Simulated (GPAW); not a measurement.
# Calculated records

**How the form of the self-energy moves the gap of CaC2 (I4/mmm)**

It takes space group I4/mmm (No. 139, tetragonal). Conventional cell: a = 3.869 Å, b = 3.869 Å, c = 6.404 Å, α = 90.00°, β = 90.00°, γ = 90.00°. Ca has 10 C at 2.58 to 2.81 Å nearest. C has 1 C at 1.25 Å and 5 Ca at 2.58 to 2.81 Å nearest. Farther neighbours are not listed.

```yaml
method: DFT, LDA, plane waves, PAW (and 3 further levels or steps)
program: GPAW 26.7.0
settings_of_one_run: cutoff 600 eV, GPAW PAW setups 1.2.1 data release, 4×4×4 k-mesh, nbands 317
cost: 6 runs, 12 min in all on 4 MPI ranks of Arm Neoverse V1, shared host (the runs of this entry)
notes: The cell and positions are those that the Materials Project relaxed with its own functionals (PBE, PBE+U or r2SCAN), kept fixed. Bands and cutoff are finite, so the gap is not at the basis limit. The miss can reach some tenths of an eV and take either sign; the mesh is an error of its own. The program warns of a poor linear fit in the extrapolation of some level, so the extrapolated values are rough. The 4×4×4 mesh is coarse for this cell, which bears on the long-range parts of exchange and screening.
g0w0_godby_needs_plasmon_pole: 3.074 eV
one_shot_hse06: 2.679 eV
g0w0_extrapolated_in_the_cutoff: 3.304 eV
one_shot_hartree_fock: 9.502 eV
g0w0_full_frequency_hilbert_transform: 3.052 eV
known_limits: not at the basis limit; coarse k mesh
```

One-shot HSE06: −0.394 eV against G0W0, Godby-Needs plasmon pole. G0W0, extrapolated in the cutoff: +0.231 eV against G0W0, Godby-Needs plasmon pole, at other bands or cutoff, so not like for like.

[Paths, hosts, dates, memory and timing lines, banners, echoed tables and standing remarks are left out of the program output.]

[Logs are printed without paths, hosts, clocks, repeated set-up lines and the standing remarks that a program may print on its own settings, such as how far it seeks lower states.]

[Runs of the session that timed out or met a known fault of the program may be left out.]

[Hosts, paths, dates, database ids (printed as entryN), source tags and the programs' standing remarks are cut or masked in the printed files.]
